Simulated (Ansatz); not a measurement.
Rows from a G0W0 calculation on SnH5CN2Cl3 (Amm2) (Ansatz 0.2.0; G0W0 on PBE, plane waves, PAW; PAW set soft_1; 2×2×2 mesh, 807 empty bands, screening to 150 eV, PAW set soft_1 files), in eV. Spin-orbit coupling is left out.

| row | k | band | start | Σx | Σc at the solution | Vxc |
| --- | --- | --- | --- | --- | --- | --- |
| A | (-0.500, -0.500, -0.500) | c1 | 3.980 | -6.939 | -3.833 | -10.985 |
| B | (-0.500, -0.500, -0.500) | v2 | 0.915 | -20.660 | 3.480 | -16.131 |
| C | (-0.500, -0.500, -0.500) | v1 | 2.726 | -19.674 | 1.378 | -17.546 |
| D | (-0.500, -0.500, -0.500) | v3 | 0.738 | -20.460 | 3.393 | -16.037 |
| E | (-0.500, -0.500, -0.500) | c2 | 4.305 | -7.624 | -3.982 | -11.874 |
| F | (-0.500, -0.500, -0.500) | c3 | 4.374 | -7.402 | -3.977 | -11.640 |

Q: Work out each quasiparticle level and how far it moved.

The quasiparticle equation reads E = start + Σx + Σc(E) − Vxc.

| row | E (eV) | shift (eV) |
| --- | --- | --- |
| A | 4.193 | +0.213 |
| B | -0.134 | −1.049 |
| C | 1.976 | −0.750 |
| D | -0.293 | −1.030 |
| E | 4.574 | +0.269 |
| F | 4.636 | +0.261 |

The gap over the computed points goes from 1.25 eV to 2.22 eV.

Limits: not at the basis limit; no spin-orbit coupling; coarse k mesh.

[Runs of the session that timed out or met a known fault of the program may be left out.]

[Cells called generated may have been cut or substituted from an entry of the Crystallography Open Database or the Materials Project.]

[Hosts, paths, dates, database ids (printed as entryN), source tags and the programs' standing remarks are cut or masked in the printed files.]
